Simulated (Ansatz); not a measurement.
# YSc in the Bh ordering: electron–phonon coupling and resistivity, part 3 of 3

Question: is the lattice of YSc in the Bh ordering stable, and if so, what are its coupling constant and resistivity?

Ansatz 0.2.0; DFT PBEsol, scalar-relativistic, plane waves, PAW.

So far, coupling constant λ: step 5 (electron–phonon run: q 2×2×2, k 6×6×4, scattering 8×8×8) 0.549. Also log mean phonon energy ħω_log (meV): step 5 14.3. The relaxed cell has a = 3.449, c = 5.315 Å (conventional setting).

The structure was built from a prototype and need not be the compound's stable phase.

**6. Coupling and resistivity: q 3×3×2, k 9×9×4, scattering 12×12×8**

The next rung changes the q mesh, which sets the reach of the force constants and couplings; the k mesh of the density and its response; the scattering mesh, which samples the Fermi surface; the phonon self-energy between the q points, now taken in.

File input.yaml:

```yaml
crystal:
  lattice:
    - [3.4494148025, 2.8856e-06, 0.0]
    - [-1.7247099003, 2.9872794043, 0.0]
    - [0.0, 0.0, 5.3145291156]
  atoms:
    - { symbol: Sc, position: [0.3333333333, 0.6666666667, 0.25] }
    - { symbol: "Y", position: [0.6666666667, 0.3333333333, 0.75] }
kpoints:
  mp_grid: { grid: [9, 9, 4] }
hamiltonian:
  xc: pbesol
scf:
  occupations: { method: methfessel_paxton, width: 0.2 }
output:
  eigenvalues: true
phonons:
  method: dfpt
  qmesh: [3, 3, 2]
  temperatures: { t_max: 1000, t_step: 50 }
  qpath:
    path:
      - [[0.0, 0.0, 0.0], [0.5, 0.0, 0.0], [0.33333333, 0.33333333, 0.0], [0.0, 0.0, 0.0], [0.0, 0.0, 0.5], [0.5, 0.0, 0.5], [0.33333333, 0.33333333, 0.5], [0.0, 0.0, 0.5]]
      - [[0.5, 0.0, 0.5], [0.5, 0.0, 0.0]]
      - [[0.33333333, 0.33333333, 0.5], [0.33333333, 0.33333333, 0.0]]
    npoints: 10
  electrical_resistivity:
    mesh: [12, 12, 8]
    temperatures: [20.0, 50.0, 77.0, 100.0, 150.0, 200.0, 300.0, 400.0, 600.0, 800.0]
```

Launch:

```bash
$ ansatz run input.yaml --threads 4 --pin off --max-ram 8192MiB --backend cpu --events-out ev --progress --plain --runs-dir out
```

Numbers of over 12 decimals in the logs are rounded to 6 here.

The log of the run:

```text
[...]
Crystal: 2 atoms, lattice volume = 54.763 Å³
Basis set: ecut = 420 eV, 1085 PW (Γ), exchange–correlation on 48×48×72 points (8 copies of the dense FFT grid, shifted against one another)
Bands: 15, of which v1, the nominal top of the filled ones, is band 11 counted from 1 (10 counted from 0)
Symmetry: 12 space group operations
k-points: 36 of 324 (time reversal used)
[...]
600.00      1.2818e2              no      1.5182e2      1.5182e2      8.0887e1        1.3613e2          1.1988e2
    800.00      1.7498e2              no      2.0634e2      2.0634e2      1.1226e2        1.8764e2          1.6350e2
[...]
vibrations of 18 cells: unjudged by the run; compare a larger repeat
[...]
at the force constants' own smearing the fine mesh and the k-points of their solves give squared frequencies that differ by 10.3 % of the larger at the most, at (0.3333, 0.3333, 0)
[key lines of the parts left out:]
SCF converged after 9 iterations
Free energy (F): -5906.352722 eV
Fermi energy:    9.767384 eV
```

The job ended after 3.4 min (4 threads of Arm Neoverse V1, shared host; peak memory 2.2 GiB; 13 min of CPU time).

Numbers from this step:

* zero point energy: 0.04799 eV/cell
* highest frequency, solved or plainly interpolated: 197.5 cm⁻¹
* Debye temperature (second moment): 250 K
* resistivity at 300 K: 60.15 μΩ cm, mean of the axes
* coupling constant λ: 0.5791
* density of states at the Fermi level: 1.76 states/eV a spin and cell
* log mean phonon energy ħω_log: 13.43 meV
* transport coupling constant λ_tr: 0.6737, 0.6737, 0.6596 (xx, yy, zz)
* Drude plasma energy: 3.271, 3.271, 4.558 eV (xx, yy, zz)
* resistivity times mean free path: 14.09, 14.09, 6.973 × 10⁻¹⁶ Ω m² (xx, yy, zz)
* second-moment phonon energy ħω₂: 14.9 meV, from the broadened α²F curve
* coupling λ by branch: 0.154, 0.116, 0.099, 0.084, 0.0766, 0.0499 (branches by rank of frequency)

The Eliashberg function α²F has structure finer than the step of the table below, so its rows give means over 1 meV, whole bins alone (the curve runs from 0.094 to 24.0 meV). Peaks (meV: height): α²F 9.7: 0.444, 11.2: 0.320, 16.3: 0.470, 18.8: 0.491, 22.4: 0.651; α²F tr 9.7: 0.626, 16.1: 0.559, 18.8: 0.572, 22.4: 0.887.

The Eliashberg function α²F by phonon energy; means over each step:

```csv
phonon energy (meV),α²F,α²F tr
1,4.2e-6,0
2,1.7e-4,2.4e-5
3,9.4e-4,2.6e-4
4,0.00298,9.4e-4
5,0.00625,0.00251
6,0.0116,0.00590
7,0.0209,0.0126
8,0.0755,0.0788
9,0.291,0.389
10,0.336,0.443
11,0.284,0.326
12,0.275,0.329
13,0.131,0.143
14,0.141,0.126
15,0.182,0.180
16,0.376,0.437
17,0.388,0.437
18,0.368,0.424
19,0.380,0.438
20,0.236,0.271
21,0.115,0.104
22,0.330,0.426
23,0.144,0.156
```

By its own test the run is not converged in the mesh. λ = 0.579 and 60.1 μΩ cm at 300 K, against 0.549 and 56.4 in the run with q 2×2×2, k 6×6×4, scattering 8×8×8 (+5.5 % and +6.7 %). The run's own test puts 58 % between its two finest meshes on the component of the resistivity at 300 K that moves most, more than that change. By the run's own test λ moves by 14 % between its two finest scattering meshes.

**7. Resistivity: other temperatures**

The coarse run is repeated with another list of temperatures.

input.yaml, the sections that differ from step 6:

```yaml
kpoints:
  mp_grid: { grid: [6, 6, 4] }
phonons:
  method: dfpt
  qmesh: [2, 2, 2]
  temperatures: { t_max: 1000, t_step: 50 }
  qpath:
    path:
      - [[0.0, 0.0, 0.0], [0.5, 0.0, 0.0], [0.33333333, 0.33333333, 0.0], [0.0, 0.0, 0.0], [0.0, 0.0, 0.5], [0.5, 0.0, 0.5], [0.33333333, 0.33333333, 0.5], [0.0, 0.0, 0.5]]
      - [[0.5, 0.0, 0.5], [0.5, 0.0, 0.0]]
      - [[0.33333333, 0.33333333, 0.5], [0.33333333, 0.33333333, 0.0]]
    npoints: 10
  electrical_resistivity: { mesh: [8, 8, 8], temperatures: [300.0] }
  electron_occupations: "off"
# crystal, hamiltonian, scf, output: as in step 6
```

The log of the run:

```text
[...]
Crystal: 2 atoms, lattice volume = 54.763 Å³
Basis set: ecut = 420 eV, 1085 PW (Γ), exchange–correlation on 48×48×72 points (8 copies of the dense FFT grid, shifted against one another)
Bands: 15, of which v1, the nominal top of the filled ones, is band 11 counted from 1 (10 counted from 0)
Symmetry: 12 space group operations
k-points: 21 of 144 (time reversal used)
[...]
SCF iter   1: F=—  HF=-5906.360078 eV  |F-HF|=—  |Δ(HF+E_count)|=         —  Δρ=3.82e-3  dr2=1.02e-2  ethr=1.77e-3  ⟨swp⟩=4.0  Hψ=1235  notcnv=0
[...]
SCF iter   9: F=-5906.357921 eV  HF=-5906.357921 eV  |F-HF|=0.00e0  |Δ(HF+E_count)|=  1.46e-11  S|Δr|=    0.00e0  Δρ=3.06e-8  dr2=2.78e-13  ethr=1.00e-12  ⟨swp⟩=5.0  Hψ=1203  notcnv=0
SCF 1 converged in 9 iterations: F = -5906.357921 eV  dr2 = 2.78e-13
[...]
SCF iter   5: F=-5906.357921 eV  HF=-5906.357921 eV  |F-HF|=0.00e0  |Δ(HF+E_count)|=  7.28e-12  S|Δr|=    0.00e0  Δρ=1.11e-7  dr2=5.42e-12  ethr=1.00e-12  ⟨swp⟩=1.0  Hψ=714  notcnv=0
SCF 2 converged in 5 iterations: F = -5906.357921 eV  dr2 = 5.42e-12
[...]
SCF iter   1: F=—  HF=-5906.360078 eV  |F-HF|=—  |Δ(HF+E_count)|=         —  Δρ=3.82e-3  dr2=1.02e-2  ethr=1.77e-3  ⟨swp⟩=4.0  Hψ=1235  notcnv=0
[...]
SCF iter   9: F=-5906.357921 eV  HF=-5906.357921 eV  |F-HF|=0.00e0  |Δ(HF+E_count)|=  1.46e-11  S|Δr|=    0.00e0  Δρ=2.99e-8  dr2=2.58e-13  ethr=1.00e-12  ⟨swp⟩=2.8  Hψ=687  notcnv=0
SCF 3 converged in 9 iterations: F = -5906.357921 eV  dr2 = 2.58e-13
[...]
SCF converged after 9 iterations
[...]
Free energy (F): -5906.357921 eV
[...]
Internal energy: -5906.351908 eV  (E = F + TS)
E sigma→0 (E₀):  -5906.356418 eV
Entropy (-TS):   -0.006013 eV (-3.007 meV/atom)
Fermi energy:    9.792730 eV
[...]
--- Band table (eV; the first three rows and the last of 21) ---
  k-point 0: bands = [... 7 lower, -12.1494, 4.8041, 7.9226, 10.7743, 11.2830, 11.2830, 11.7185, 12.0036]
  k-point 1: bands = [... 7 lower, -12.1497, 5.2432, 7.5536, 10.4866, 11.1539, 11.1539, 11.4250, 11.6218]
  k-point 2: bands = [... 7 lower, -12.1500, 6.3195, 6.4442, 10.6887, 10.8096, 11.1548, 11.1548, 11.3148]
  k-point 20: bands = [... 7 lower, -12.3867, 9.0758, 9.2081, 9.5647, 9.6494, 10.0589, 10.2391, 12.2586]
[...]
ASR residual: 2.448e-5 → 0.000e0 eV/Å²; symmetrization residual: 2.547e-7 eV/Å²
  ASR residual per site (eV/Å²): 3.28e-6 2.45e-5
  Γ frequencies (cm⁻¹): 0.00 0.00 0.00 109.04 109.04 198.72
--- Phonons (arbitrary-q DFPT): 4 irreducible q on the 2×2×2 mesh ---
[...]
interpolated dispersion: 93 rows × 6 modes
[...]
--- Electrical resistivity: potentials and phonons of a 2×2×2 supercell ---
[...]
at the Fermi level of each mesh (of a tensor a third of its trace):
[...]
8×8×8                     1.7875              3.7428    0.5490    0.6112          14.312
          4×4×4                     1.8228              3.0148    0.5316    0.6162          14.386
  resistivity on the deck's mesh, µΩ·cm:
[...]
300.00      5.6358e1              no      6.7792e1      6.7792e1      3.3490e1        5.8308e1          5.3141e1
[...]
vibrations of 8 cells: unjudged by the run; compare a larger repeat
[...]
```

It took 35 s on 4 threads; peak memory 0.59 GiB.

Numbers from this step:

```yaml
zero_point_energy: 0.04724 eV/cell
highest_frequency_solved_or_plainly_interpolated: 198.7 cm⁻¹
debye_temperature_second_moment: 246 K
resistivity_at_300_k: 56.36 μΩ cm, mean of the axes
coupling_constant_lambda: 0.549
density_of_states_at_the_fermi_level: 1.787 states/eV a spin and cell
log_mean_phonon_energy_omega_log: 14.31 meV
transport_coupling_constant_lambda_tr: 0.6192, 0.6192, 0.5952 (xx, yy, zz)
drude_plasma_energy: 3.245, 3.245, 4.578 eV (xx, yy, zz)
resistivity_times_mean_free_path: 14.15, 14.15, 6.882 × 10⁻¹⁶ Ω m² (xx, yy, zz)
second_moment_phonon_energy_omega: 15.55 meV, from the broadened α²F curve
coupling_lambda_by_branch: 0.119, 0.102, 0.0961, 0.103, 0.0742, 0.0545 (branches by rank of frequency)
```

Some points of the scattering mesh along the symmetry lines, up to three branches each (those of largest λ), at most 39 rows; the frequencies are those of the scattering step, which can differ from the solved and plainly interpolated ones; single rows converge slowly. Mode couplings:

```csv
q1,q2,q3,branch,ħω (meV),λ_q,half width (meV)
0.375,0,0,1,10.22,0.0812,0.0476
0.375,0,0,3,15.98,0.111,0.159
0.375,0,0,4,19.8,0.136,0.299
0.25,0.25,0,3,17.12,0.108,0.177
0.25,0.25,0,4,19.74,0.139,0.304
0.25,0.25,0,5,20.78,0.116,0.282
0,0,0.375,1,7.32,0.0567,0.0171
0,0,0.375,5,12.38,0.0992,0.0854
0,0,0.375,6,21.36,0.0619,0.159
0.25,0,0.5,2,11.85,0.12,0.0947
0.25,0,0.5,4,14.95,0.0817,0.103
0.25,0,0.5,5,15.38,0.13,0.172
0.375,0.25,0.5,1,10.75,0.205,0.133
0.375,0.25,0.5,2,13.83,0.169,0.182
0.375,0.25,0.5,5,18.27,0.124,0.233
0.125,0.125,0.5,1,10.5,0.0772,0.0477
0.125,0.125,0.5,2,12,0.118,0.0952
0.125,0.125,0.5,5,15.03,0.1,0.127
0.5,0,0.375,1,11.05,0.208,0.143
0.5,0,0.375,3,15.96,0.114,0.163
0.5,0,0.375,4,17.85,0.162,0.29
0.5,0,0,1,11.06,0.0674,0.0463
0.5,0,0,2,12.61,0.0524,0.0468
0.5,0,0,3,17.56,0.194,0.336
```

By its own test the run is not converged in the mesh. λ = 0.549 and 56.4 μΩ cm at 300 K, against 0.549 and 56.4 in the run with q 2×2×2, k 6×6×4, scattering 8×8×8 (+0.0 % and +0.0 %).

**8. Resistivity: q 3×3×2, k 9×9×6, scattering 18×18×8**

The next rung changes the k mesh of the density and its response; the scattering mesh, which samples the Fermi surface.

input.yaml, the sections that differ from step 7:

```yaml
kpoints:
  mp_grid: { grid: [9, 9, 6] }
phonons:
  method: dfpt
  qmesh: [3, 3, 2]
  temperatures: { t_max: 1000, t_step: 50 }
  qpath:
    path:
      - [[0.0, 0.0, 0.0], [0.5, 0.0, 0.0], [0.33333333, 0.33333333, 0.0], [0.0, 0.0, 0.0], [0.0, 0.0, 0.5], [0.5, 0.0, 0.5], [0.33333333, 0.33333333, 0.5], [0.0, 0.0, 0.5]]
      - [[0.5, 0.0, 0.5], [0.5, 0.0, 0.0]]
      - [[0.33333333, 0.33333333, 0.5], [0.33333333, 0.33333333, 0.0]]
    npoints: 10
  electrical_resistivity:
    mesh: [18, 18, 8]
    temperatures: [20.0, 50.0, 77.0, 100.0, 150.0, 200.0, 300.0, 400.0, 600.0, 800.0]
# crystal, hamiltonian, scf, output: as in step 7
```

The log of the run:

```text
[...]
Crystal: 2 atoms, lattice volume = 54.763 Å³
Basis set: ecut = 420 eV, 1085 PW (Γ), exchange–correlation on 48×48×72 points (8 copies of the dense FFT grid, shifted against one another)
Bands: 15, of which v1, the nominal top of the filled ones, is band 11 counted from 1 (10 counted from 0)
Symmetry: 12 space group operations
k-points: 48 of 486 (time reversal used)
[...]
400.00      8.5627e1              no      1.0349e2      1.0349e2      4.9905e1        9.0043e1          7.9443e1
    600.00      1.3290e2              no      1.5988e2      1.5988e2      7.8942e1        1.4129e2          1.2344e2
    800.00      1.8066e2              no      2.1608e2      2.1608e2      1.0984e2        1.9408e2          1.6774e2
[...]
vibrations of 18 cells: unjudged by the run; compare a larger repeat
[...]
[key lines of the parts left out:]
SCF converged after 9 iterations
Free energy (F): -5906.348056 eV
Fermi energy:    9.754489 eV
```

It took 4.4 min on 4 threads; peak memory 2.3 GiB; 17 min of CPU time.

This step gave:

- zero point energy: 0.04747 eV/cell
- highest frequency, solved or plainly interpolated: 195.2 cm⁻¹
- Debye temperature (second moment): 248 K
- resistivity at 300 K: 62.63 μΩ cm, mean of the axes
- coupling constant λ: 0.5869
- density of states at the Fermi level: 1.795 states/eV a spin and cell
- log mean phonon energy ħω_log: 13.4 meV
- transport coupling constant λ_tr: 0.6921, 0.6921, 0.6688 (xx, yy, zz)
- Drude plasma energy: 3.211, 3.211, 4.654 eV (xx, yy, zz)
- resistivity times mean free path: 14.43, 14.43, 6.635 × 10⁻¹⁶ Ω m² (xx, yy, zz)
- second-moment phonon energy ħω₂: 14.9 meV, from the broadened α²F curve
- coupling λ by branch: 0.158, 0.116, 0.1, 0.0859, 0.0772, 0.05 (branches by rank of frequency)

Solved on the 3×3×2 mesh alone; all other wavevectors are interpolated. The phonon branches at the labelled points (cm⁻¹):

```csv
point,branch 1,branch 2,branch 3,branch 4,branch 5,branch 6
Γ,0,0,0,113,113,194
halfway,68,70,113,144,144,194
M,89,97,157,163,165,185
halfway,106,106,143,158,171,175
K,118,128,130,152,162,172
halfway,77,90,113,147,154,192
Γ,0,0,0,113,113,194
halfway,41,41,69,105,105,182
A,66,66,92,92,110,161
halfway,88,91,108,121,140,169
L,77,105,121,139,163,188
halfway,70,90,137,141,162,187
H,63,82,143,146,162,186
halfway,83,90,118,129,145,172
A,66,66,92,92,110,161
jump to L,77,105,121,139,163,188
halfway,86,95,140,154,163,187
M,89,97,157,163,165,185
jump to H,63,82,143,146,162,186
halfway,90,103,140,149,167,177
K,118,128,130,152,162,172
```

The phonon branches as a text plot (rows in cm⁻¹):

```
    191 |*******         *******          **            **
    183 |       **      *       *       **  ******        *****
    175 |         ******         *     *          **            *
    167 |       *** * ***             *   *         **  *********
    159 |     ****** * **         ****   * *******    **    *
    150 |    * *  * ***  *             **         *       **  ***
    142 |     *    *      *           *   ******** *    ***  **
    134 |   *       *      *            **  *    ** *          **
    126 |  * *       ****   *        * *   *      ** *   *      *
    118 |**         ****     *      * *****        ** * *      **
    110 |          *   ***    **  ** **             ** *
    102 |        **     * *     **  *   ****          * **     *
     94 |   *  ***       *       *******    *     ** ***  *** *
     85 |     ***                     ***    ***** ** *   * ***
     77 |  * *           ***        **   ***      *  ** **
     69 |                       *  **       **   *     *     *
     61 |   *             **      *           ***
     53 | * *              **    *
     45 |  *                   **
     37 | *                 *
     28 |**                  * *
     20 |*                   *
     12 |*
      4 |                     *
         Γ      M    K        Γ   A       L    H       A|L M|H  K
```

By its own test the run is not converged in the mesh. λ = 0.587 and 62.6 μΩ cm at 300 K, against 0.579 and 60.1 in the run with q 3×3×2, k 9×9×4, scattering 12×12×8 (+1.3 % and +4.1 %). The run's own test puts 72 % between its two finest meshes on the component of the resistivity at 300 K that moves most, more than that change. By the run's own test λ moves by 13 % between its two finest scattering meshes.

**9. Cost and result by level**

Times are for 4 threads of Arm Neoverse V1, shared host. Results by setting:

```csv
no.,run,"resistivity at 300 K (μΩ cm, mean of the axes)",coupling constant λ,log mean phonon energy ħω_log (meV),time,memory (GiB)
1,"q 2×2×2, k 6×6×4, scattering 8×8×8",56.36,0.549,14.31,44 s,0.64
2,"q 3×3×2, k 9×9×4, scattering 12×12×8",60.15,0.5791,13.43,3.4 min,2.2
3,"q 3×3×2, k 9×9×6, scattering 18×18×8",62.63,0.5869,13.4,4.4 min,2.3
```

The runs together, line α²F. The Eliashberg function α²F, α²F by phonon energy; read off at these points:

```csv
phonon energy (meV),"q 2×2×2, k 6×6×4, scattering 8×8×8","q 3×3×2, k 9×9×4, scattering 12×12×8","q 3×3×2, k 9×9×6, scattering 18×18×8"
1.0,0,0,0
2.0,1.0e-4,1.2e-4,2.1e-4
3.0,7.2e-4,8.6e-4,0.00129
4.0,0.00300,0.00294,0.00316
5.0,0.00752,0.00616,0.00635
6.0,0.0141,0.0115,0.0116
7.0,0.0231,0.0206,0.0206
8.0,0.0395,0.0525,0.0859
9.0,0.0672,0.285,0.311
10.0,0.116,0.335,0.301
11.0,0.625,0.279,0.263
12.0,0.290,0.284,0.277
13.0,0.240,0.119,0.126
14.0,0.236,0.144,0.149
15.0,0.242,0.178,0.186
16.0,0.382,0.406,0.371
16.5,0.359,0.433,0.459
17.0,0.421,0.362,0.347
17.4,0.557,0.417,0.392
18.0,0.442,0.350,0.419
18.8,0.302,0.477,0.464
19.0,0.311,0.390,0.411
20.0,0.150,0.249,0.257
21.0,0.164,0.0865,0.0950
21.8,0.344,0.181,0.169
22.0,0.346,0.299,0.262
22.2,0.293,0.513,0.468
22.4,0.273,0.534,0.536
23.0,0.185,0.0995,0.114
24.0,0.0579,-,-
```

**10. The variants together**

Series, by row:

```csv
run,change,level of theory,method,q mesh or supercell,k mesh,scattering mesh,smearing,volume (Å³/atom),N(E_F) (states/eV/spin),lambda,omega_log (meV),rho 300 K (μΩ cm),core-minutes,wall (s)
a,-,"PBEsol, scalar-relativistic, PAW",dfpt,2x2x2,6x6x4,8x8x8,methfessel_paxton 0.2,27.38,1.787,0.549,14.31,56.36,2.7,44
b,-,"PBEsol, scalar-relativistic, PAW",dfpt,3x3x2,9x9x4,12x12x8,methfessel_paxton 0.2,27.38,1.76,0.5791,13.43,60.15,13,200
w1,other temperatures,"PBEsol, scalar-relativistic, PAW",dfpt,2x2x2,6x6x4,8x8x8,methfessel_paxton 0.2,27.38,1.787,0.549,14.31,56.36,2.1,35
c,-,"PBEsol, scalar-relativistic, PAW",dfpt,3x3x2,9x9x6,18x18x8,methfessel_paxton 0.2,27.38,1.795,0.5869,13.4,62.63,17,260
```

**11. What came out**

```json
{
 "run": "PBEsol, q 3×3×2, k 9×9×6, scattering 18×18×8",
 "coupling constant λ": "0.587",
 "log mean phonon energy ħω_log": "13.4 meV",
 "states at the Fermi level": "1.79 states/eV/spin/cell",
 "resistivity at 300 K": "75.9, 75.9, 36.1 μΩ cm (xx, yy, zz)",
 "Drude plasma energy": "3.21, 3.21, 4.65 eV (xx, yy, zz)",
 "resistivity times mean free path": "14.4, 14.4, 6.63 × 10⁻¹⁶ Ω m² (xx, yy, zz)",
 "change between its two finest scattering meshes": "λ 13 %, resistivity at 300 K 72 %",
 "time of that run": "4.4 min"
}
```

On the last rung that gave a resistivity at the base settings (q 3×3×2, k 9×9×6, scattering 18×18×8), YSc in the Bh ordering has λ = 0.59 and a phonon-limited resistivity of 62.6 μΩ cm at 300 K. Across the runs of step 9 the resistivity at 300 K runs from 56.4 μΩ cm, mean of the axes (q 2×2×2, k 6×6×4, scattering 8×8×8) to 62.6 μΩ cm, mean of the axes (q 3×3×2, k 9×9×6, scattering 18×18×8), while the wall time spans a factor of 5.9. The coupling is moderate (λ = 0.59), so phonons raise the electrons' mass at the Fermi surface by about 59 %, if this value holds on finer meshes. At 800 K the mean free path from ρℓ/ρ falls to about 0.60 nm in the direction where it is shortest, a few atomic spacings, where real metals begin to saturate below the Boltzmann values. By the run's own test λ moves by 13 % between the two scattering meshes. Values of ρ(T) under 50 K rest on the softest modes, mostly interpolated ones, and are the least sure of the table. The high-temperature form ρ = 2π k_B T λ_tr/(ħ ε₀ ω_p²) gives 81.1 μΩ cm along x at 300 K, against 75.9 from the Boltzmann equation. Conduction is anisotropic: the resistivity differs by a factor of 2.1 between the axes. The three lowest branches give 64 % of λ. By the run's own test, which takes the component that moves most, the resistivity at 300 K moves by 72 % between its two finest scattering meshes, so it is not converged. In the run quoted no mode is imaginary at the wavevectors of the 3×3×2 mesh; wavevectors off that mesh are interpolated. Only scattering by harmonic phonons counts; impurities, grain boundaries and thermal expansion are left out. The structure was built by hand as an ordered model, and its stability against other phases was not tested.

[Logs are printed without paths, hosts, clocks, repeated set-up lines and the standing remarks that a program may print on its own settings, such as how far it seeks lower states.]

[Hosts, paths, dates, database ids (printed as entryN), source tags and the programs' standing remarks are cut or masked in the printed files.]
